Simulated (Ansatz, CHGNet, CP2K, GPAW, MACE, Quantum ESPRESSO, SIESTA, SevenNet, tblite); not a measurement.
## Liquid methanol at 300 K (108 atoms) in tblite

Wanted: tblite inputs and outputs for liquid methanol at 300 K (108 atoms), checked against a plane-wave reference.

Program: tblite 0.8.0. Level of theory: the method is named at each step. Results are calculated unless marked as measured.

### Step 1. The starting structure

The cell holds 108 atoms: 18 C, 18 O and 72 H. Cell: a = 10.663 Å, b = 10.663 Å, c = 10.663 Å, α = 90.0°, β = 90.0°, γ = 90.0°. 18 methanol placed at random, at 0.79 g/cm³; overlaps pushed apart, then 10 ps at 450 K with MMFF94 bonds, angles, torsions, charges and radii (Halgren, J. Comput. Chem. 17, 490 (1996)) in harmonic and 12-6 forms. Snapshot after 20 ps at 300 K and fixed volume. Then every atom was moved at random, 0.02 Å r.m.s. a Cartesian component (hydrogen 0.6 of that).

The yardstick, on the same geometry:

* method: Kohn-Sham DFT, PBE, SSSP efficiency 1.3.0 pseudopotentials, plane waves (Quantum ESPRESSO 7.5); sssp-pbe-1.3.0-efficiency, cutoffs 60/480 Ry, Γ point
* r.m.s. force component: 1.163 eV/Å
* longest force: 4.996 eV/Å
* pressure: 2.303 GPa
* gap (highest filled to lowest empty level): 4.192 eV
* time: 95 s on 2 MPI ranks of Arm Neoverse V2, shared host
* CPU time: 3.2 min

### Step 2. GFN1-xTB

Method: GFN1-xTB tight binding, diagonalisation.

run.py reads:

```python
import numpy as np
from ase.io import read
from tblite.ase import TBLite

atoms = read("structure.xyz")
atoms.calc = TBLite(method="GFN1-xTB", electronic_temperature=580, accuracy=1.0, max_iterations=250, mixer_damping=0.4, verbosity=1)
energy = atoms.get_potential_energy()
forces = atoms.get_forces()
print(f"energy {energy:.6f} eV")
print("forces (eV/A)")
for i, (a, f) in enumerate(zip(atoms, forces)):
    print(f"{i:4d} {a.symbol:2s} {f[0]:10.5f} {f[1]:10.5f} {f[2]:10.5f}")
stress = -atoms.get_stress(voigt=False) * 160.21766
print("stress (GPa, compression positive)")
for row in stress:
    print(" ".join(f"{x:10.4f}" for x in row))
print("charges (e)")
print(np.array2string(atoms.get_charges(), precision=4, suppress_small=True, max_line_width=110, threshold=100000))
```

structure.xyz reads:

```xyz
108
Lattice="10.66280 0.00000 0.00000 0.00000 10.66280 0.00000 0.00000 0.00000 10.66280" Properties=species:S:1:pos:R:3 pbc="T T T"
C 3.95718 1.56860 6.14209
O 3.92338 0.26550 6.66222
H 4.98134 1.86450 6.06020
H 3.34577 1.52190 5.23373
H 3.41657 2.16284 6.88806
H 4.08780 10.27905 5.94057
C 2.06059 7.67338 6.45697
O 1.86407 8.17304 5.11079
H 2.85347 6.98691 6.49599
H 2.42237 8.56916 6.94031
H 1.20660 7.30455 6.94351
H 2.76294 8.56447 4.82694
C 5.92958 4.56304 8.26100
O 4.95458 4.84048 7.32161
H 6.92432 4.76808 7.81199
H 5.79683 5.28331 9.11883
H 6.02608 3.48876 8.58846
H 4.23772 5.13702 7.83726
C 2.58157 1.46368 2.12979
O 3.89725 1.92432 2.05376
H 2.53604 0.91871 3.13049
H 1.92965 2.40787 2.19451
H 2.41374 0.80525 1.24893
H 4.46793 1.15499 1.89179
C 8.03751 8.84330 1.20703
O 8.40474 10.15994 1.63002
H 7.00471 8.81675 0.94995
H 8.55530 8.59454 0.26113
H 8.29161 8.15022 2.01698
H 8.09381 10.36541 2.59074
C 5.55745 8.71663 5.57814
O 4.38369 9.06381 4.85904
H 5.80131 7.62593 5.28598
H 6.32144 9.43754 5.32873
H 5.40860 8.70895 6.66286
H 4.70667 8.81152 3.93596
C 9.53681 2.28600 7.03382
O 8.79937 1.18346 7.15666
H 9.39233 2.71112 5.95229
H 9.06285 3.02013 7.73981
H 10.61311 2.22629 7.32577
H 9.12330 0.66973 7.90487
C 4.16276 7.57347 1.66745
O 5.01855 8.53451 2.13427
H 3.78625 7.81871 0.63593
H 4.72575 6.65401 1.60528
H 3.34524 7.42685 2.40990
H 5.33225 9.00761 1.36079
C 5.49283 5.03124 3.68730
O 6.23454 4.67564 4.80210
H 5.04116 5.98620 3.81526
H 6.28210 5.00437 2.86520
H 4.81991 4.17790 3.51105
H 5.62569 4.68374 5.53986
C 1.63855 0.17274 9.09462
O 2.90220 0.71036 9.15881
[... 48 atom lines left out ...]
H 0.16623 10.13808 2.82863
H 1.83070 9.35650 2.44509
H 0.38194 9.31481 1.47562
H 0.60362 8.00499 3.96166
```

Started as:

```console
$ OMP_NUM_THREADS=1 python run.py > output.txt
```

The program printed:

```text
------------------------------------------------------------
  cycle        total energy    energy error   density error
------------------------------------------------------------
      1     -160.1528019217  -1.6137902E+02   5.3998850E-01
      2     -161.2445729718  -1.0917711E+00   2.9197746E-01
      3     -161.3121901717  -6.7617200E-02   7.8818855E-02
      4     -161.3260563177  -1.3866146E-02   1.0943079E-02
      5     -161.3270124862  -9.5616849E-04   4.6682553E-03
      6     -161.3272430132  -2.3052693E-04   1.1268708E-03
      7     -161.3272724848  -2.9471601E-05   1.6348305E-04
      8     -161.3272726690  -1.8418658E-07   3.2828007E-05
      9     -161.3272726865  -1.7573456E-08   2.2515278E-06
------------------------------------------------------------
 total:                                   1.185 sec
energy -4389.938693 eV
forces (eV/A)
   0 C    -1.43714   -0.52966    0.44124
   1 O     0.17930   -1.10078    0.58945
   2 H     0.62378    0.69750   -0.55798
   3 H     0.46254    0.70559   -0.36776
   4 H     0.24337    0.49189   -0.22272
   5 H    -0.21551    0.40041    0.25389
   6 C     0.79121    2.53265   -1.43675
   7 O     0.75443   -0.49922    0.04091
   8 H     1.07910   -1.43141   -0.11469
   9 H     0.07308    0.31170    1.18282
  10 H    -1.37226   -0.43465    0.09128
  11 H    -1.52194   -0.68139    0.59723
  12 C     1.87234    0.24153    0.86800
  13 O     1.02687   -0.76623   -1.59627
  14 H    -0.22329    0.11984    0.12816
  15 H     0.30513   -0.93667   -0.30925
  16 H    -0.68860    0.79250   -0.06665
  17 H    -2.24059    0.50336    0.83221
  18 C    -0.23812    0.45636    1.20087
  19 O     1.06822    0.57344   -0.28064
  20 H    -0.74378    0.17579   -1.13188
  21 H     0.54378   -1.55742   -0.34444
  22 H    -0.60559    0.38861    0.64678
  23 H     0.08688    0.11469   -0.17439
[...]
100 H     0.89955   -1.28318    1.13478
 101 H     1.09861   -1.02196    0.26659
 102 C    -0.23733    1.32655    0.65652
 103 O     1.03774   -0.35516    1.22137
 104 H     0.84458   -0.17535    0.78756
 105 H    -0.99859   -0.34001    0.54530
 106 H    -0.28463   -0.60426   -2.22922
 107 H    -0.65633    0.00246   -1.26110
stress (GPa, compression positive)
    1.8700     0.5524     2.0497
    0.5524     0.4975    -0.6729
    2.0497    -0.6729     0.0337
charges (e)
[ 0.1631 -0.6066  0.0241  0.0229  0.0338  0.3709  0.1551 -0.5972  0.0195  0.0238  0.0415  0.3545  0.1819
 -0.5828  0.0174  0.0054  0.0084  0.369   0.1772 -0.5732  0.0055  0.0167  0.0248  0.3399  0.1678 -0.5663
  0.0147  0.0312  0.0307  0.3539  0.1622 -0.5767  0.0206  0.0319  0.0332  0.3715  0.1966 -0.5625  0.0194
 -0.0035  0.004   0.3534  0.1759 -0.5773  0.0224  0.0074  0.0263  0.358   0.1687 -0.5745  0.019   0.0205
  0.0299  0.3648  0.1809 -0.5842  0.0162  0.0221  0.0038  0.367   0.1731 -0.5814  0.011   0.0221  0.0043
  0.3513  0.1374 -0.609   0.0301  0.0277  0.0412  0.3613  0.1532 -0.6231  0.0336  0.0091  0.0327  0.3726
  0.1934 -0.5787 -0.0159  0.0079  0.0236  0.3772  0.1593 -0.6041  0.0144  0.0245  0.0325  0.3587  0.1554
 -0.5942  0.0119  0.0271  0.0378  0.3539  0.1538 -0.5997  0.0277  0.0102  0.0324  0.3606  0.1706 -0.5892
  0.011  -0.0085  0.0212  0.354 ]
```

Wall time 1.7 s (1 thread of Arm Neoverse V2, shared host); peak memory 0.11 GiB.

Banners, paths, timers and routine set-up lines are dropped from the logs unmarked, and long logs keep their key lines alone; longer cuts are marked.

Numbers from this run, and their distance from the reference:

```yaml
r_m_s_force_component: 1.132 eV/Å
r_m_s_difference_of_force_components: 204 meV/Å
longest_difference_of_force_vectors: 957.2 meV/Å
force_difference_over_r_m_s_force: 17.55 %
slope_of_forces_against_the_reference_s: 0.9585
correlation_of_force_components: 0.9845
pressure: 0.8004 GPa
pressure_difference: -1.503 GPa
```

Length of the force difference by element (eV/Å):

```csv
element,atoms,mean,most
C,18,0.35,0.82
H,72,0.20,0.64
O,18,0.59,0.96
```

The surroundings of C73, which bears the longest force, nearest first, numbered as they follow in the input and with coordinates relative to it.

```csv
atom,x,y,z,distance (Å),bonds,Mulliken charge (e),Fx,Fy,Fz (eV/Å)
C73,0.00,0.00,0.00,0.00,4,0.15,-1.60,2.72,3.82
H75,-0.40,-0.08,-0.90,0.99,1,0.03,-1.21,-1.02,-4.27
H77,0.85,-0.54,0.22,1.03,1,0.03,1.75,-1.22,0.21
H76,0.19,1.10,0.09,1.12,1,0.01,0.32,-0.41,0.25
O74,-1.04,-0.33,0.95,1.45,2,-0.62,3.94,-1.00,1.88
H78,-1.87,-0.19,0.58,1.97,1,0.37,-2.68,0.59,-1.36
H60,-2.69,0.22,-1.34,3.01,1,0.37,-0.64,-0.18,1.16
H72,2.78,-0.04,1.27,3.06,1,0.36,0.17,-0.52,-0.19
O56,-3.13,0.27,-0.43,3.17,2,-0.58,1.59,0.71,-1.00
```

Atoms are counted from 1 here, from 0 in the log.

Forces lie 18 % from the reference's, at 0.0090 times its CPU time (on 1 against 2 cores).

### Step 3. GFN2-xTB

Method: GFN2-xTB tight binding, diagonalisation.

run.py, as its differences from that of step 2:

```diff
@@ -5,3 +5,3 @@
 atoms = read("structure.xyz")
-atoms.calc = TBLite(method="GFN1-xTB", electronic_temperature=580, accuracy=1.0, max_iterations=250, mixer_damping=0.4, verbosity=1)
+atoms.calc = TBLite(method="GFN2-xTB", electronic_temperature=580, accuracy=1.0, max_iterations=250, mixer_damping=0.4, verbosity=1)
 energy = atoms.get_potential_energy()
```

structure.xyz is that of step 2.

The program printed:

```text
------------------------------------------------------------
  cycle        total energy    energy error   density error
------------------------------------------------------------
      1     -147.4011303169  -1.4871206E+02   2.0112753E-01
      2     -147.9548009864  -5.5367067E-01   9.0777290E-02
      3     -148.0446457269  -8.9844741E-02   2.1532468E-02
[... lines left out ...]
stress (GPa, compression positive)
    1.5279     0.5257     1.9679
    0.5257     0.2757    -0.5893
    1.9679    -0.5893    -0.2145
charges (e)
[ 0.0613 -0.5023  0.0343  0.0264  0.0453  0.3297  0.0496 -0.4837  0.0276  0.0299  0.0575  0.3124  0.0765
 -0.4577  0.0299  0.0104  0.0137  0.3287  0.071  -0.4535  0.0115  0.0302  0.036   0.3008  0.0551 -0.4503
  0.0316  0.042   0.0415  0.3085  0.0519 -0.464   0.0279  0.0487  0.0489  0.3398  0.0887 -0.4312  0.0333
  0.002   0.0038  0.3122  0.0687 -0.457   0.0228  0.0196  0.0406  0.3195  0.0612 -0.4608  0.0326  0.0296
  0.0404  0.3255  0.0795 -0.4661  0.028   0.0293  0.0063  0.3297  0.0714 -0.4662  0.0223  0.0366  0.0113
  0.3101  0.0358 -0.5102  0.0463  0.0342  0.0588  0.3185  0.0495 -0.5108  0.0451  0.0082  0.0591  0.3195
  0.085  -0.4528 -0.0118  0.0132  0.0336  0.3378  0.0543 -0.4845  0.0282  0.0273  0.052   0.3142  0.0525
 -0.4846  0.0237  0.0344  0.0484  0.3144  0.0474 -0.487   0.0362  0.0185  0.0528  0.318   0.0691 -0.4652
  0.0142 -0.0027  0.0331  0.3155]
```

Run time: 5.8 s. Hardware: 1 thread; peak memory 0.11 GiB.

Numbers from this run, and their distance from the reference:

| Item | Value |
| --- | --- |
| r.m.s. force component | 1.051 eV/Å |
| r.m.s. difference of force components | 274.1 meV/Å |
| longest difference of force vectors | 946.2 meV/Å |
| force difference over r.m.s. force | 23.57 % |
| slope of forces against the reference's | 0.8804 |
| correlation of force components | 0.9744 |
| pressure | 0.5297 GPa |
| pressure difference | -1.773 GPa |

Against the first run (18 %), the force difference from the reference is 24 %, at 3.4 times the CPU time.

### Step 4. Another try, on a changed input

run.py reads:

```python
import numpy as np
from ase.io import read
from tblite.ase import TBLite

atoms = read("structure.xyz")
atoms.calc = TBLite(method="GFN3-xTB", electronic_temperature=580, accuracy=1.0, max_iterations=250, mixer_damping=0.4, verbosity=1)
energy = atoms.get_potential_energy()
forces = atoms.get_forces()
print(f"energy {energy:.6f} eV")
print("forces (eV/A)")
for i, (a, f) in enumerate(zip(atoms, forces)):
    print(f"{i:4d} {a.symbol:2s} {f[0]:10.5f} {f[1]:10.5f} {f[2]:10.5f}")
print("charges (e)")
print(np.array2string(atoms.get_charges(), precision=4, suppress_small=True, max_line_width=110, threshold=100000))
```

structure.xyz is that of step 3.

The program printed:

```text
tblite.exceptions.TBLiteValueError: Method 'GFN3-xTB' is not available for this calculator
```

Wall time 0.49 s (1 thread); peak memory 0.11 GiB.

The program stopped at the start. The fault in the input: an unknown method (method GFN3-xTB).

### Step 5. Side by side

Differences are against the plane-wave reference, forces as r.m.s. over components; share is that over the reference's r.m.s. force, slope the least-squares factor from reference forces to these. Total energies of different programs have different zeros and aren't compared.

| run | Δ force, r.m.s. (meV/Å) | share (%) | slope | Δ pressure (GPa) | cores | CPU time | memory (GiB) |
| --- | --- | --- | --- | --- | --- | --- | --- |
| reference | - | - | - | - | 2 | 3.2 min | 3.0 |
| tblite GFN1-xTB | 204 | 17.5 | 0.959 | -1.50 | 1 | 1.7 s | 0.11 |
| tblite GFN2-xTB | 274 | 23.6 | 0.880 | -1.77 | 1 | 5.8 s | 0.11 |

CPU time is summed over cores on a shared host, where runs went side by side, so it is rough. Symmetry, cutoffs, thresholds, outputs and thread counts weren't matched or tuned between programs; memory under MPI is the largest rank's times the ranks.

### Step 6. Summary of results

| Property | Result |
| --- | --- |
| nearest in forces | tblite GFN1-xTB, 18 % |
| its CPU time | 1.7 s |

**Reading.** Tight binding differs by 18 % (tblite GFN1-xTB) to 24 % (tblite GFN2-xTB); it is another model, with fitted parameters of its own, and the xTB methods hold dispersion. Of the electronic-structure runs that take under half the reference's CPU time, tblite GFN1-xTB comes nearest, at 18 % in 1.7 s against 3.2 min; its pressure misses by -1.5 GPa. Periodic xTB results under one method name differ between programs and library versions. The reference's pressure holds the uncorrected Pulay stress of its 60 Ry basis, so small pressure differences, and their order, may be the reference's own error. The network of contacts between molecules at the start is that of the classical potential that made the cell, and needn't be the one that DFT or experiment would give. The reference's PBE has no dispersion term, which matters for the binding between molecules or layers. The electronic-structure runs sample only Γ, in a cell whose shortest periodic width is 11 Å.

[Also dropped from logs without a mark: logging warnings of Python, and SIESTA's first energy breakdown and zero terms.]

[Logs are printed without paths, hosts, clocks, repeated set-up lines and the standing remarks that a program may print on its own settings, such as how far it seeks lower states.]

[Hosts, paths, dates, database ids (printed as entryN), source tags and the programs' standing remarks are cut or masked in the printed files.]

[The MMFF94 radii named for the starting cell were scaled by 0.96; in molecules described by MMFF94, hydrogen bound to N, O or S took a small fixed 12-6 site in their place.]
